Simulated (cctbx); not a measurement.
# SrCe: precision against data quality

Space group Pm-3m (no. 221), a = 4.3680 Å, b = 4.3680 Å, c = 4.3680 Å, α = 90.00°, β = 90.00°, γ = 90.00°.

| atom | mult. | x | y | z | Ueq (Å²) |
| --- | --- | --- | --- | --- | --- |
| Ce1 | 1 | 1/2 | 1/2 | 1/2 | 0.0071 |
| Sr1 | 1 | 0 | 0 | 0 | 0.0111 |

This is a model crystal, built by substitution and not relaxed, with assumed displacement parameters.

Five simulated data sets (cctbx; Ag Kα, λ = 0.56087 Å; 3 % proportional error) differ in resolution or exposure (noise floor 15 counts in the first three, 8 in the last two). Each is refined with the right model, isotropic at 1.1 Å and anisotropic otherwise. How do the figures of merit and the uncertainties move?

```
d min (Å)  top counts  ⟨I/σ⟩ (unmerged, absences included)  unique  param. (scale apart)   Rint      R1  GooF  largest s.u. xyz (fractional)  s.u. U of Sr1 (Å²)  largest error (Å)
      1.1        5000                                 16.8      14                     2  0.031  0.0084  0.99                        0.00000              0.0006             0.0000
     0.84        5000                                 15.7      30                     2  0.035  0.0066  0.71                        0.00000              0.0002             0.0000
      0.6        5000                                 12.6      61                     2  0.044  0.0096  0.95                        0.00000              0.0001             0.0000
     0.75         300                                  3.9      36                     2  0.153  0.0382  0.79                        0.00000              0.0009             0.0000
     0.75        3000                                 13.0      36                     2  0.041  0.0096  0.79                        0.00000              0.0002             0.0000
```

The number of reflections grows roughly as 1/d³: 14, 30 and 61 here. R1 follows the noise rather than the truth: at 300 counts it is 0.0382, at 3000 counts 0.0096, while GooF is 0.79 and 0.79: the weights 1/σ² carry the noise. The s.u. of U (U11 where anisotropic) for Sr1 goes 0.0006, 0.0002, 0.0001 Å² with resolution and 0.0009, 0.0002 Å² with exposure.

Hardware for the 0.6 Å refinement: 0.37 s on 1 thread of Arm Neoverse V2, with other jobs on the host, peak memory 0.09 GiB.

[Logs are printed without paths, hosts, clocks, repeated set-up lines and the standing remarks that a program may print on its own settings, such as how far it seeks lower states.]
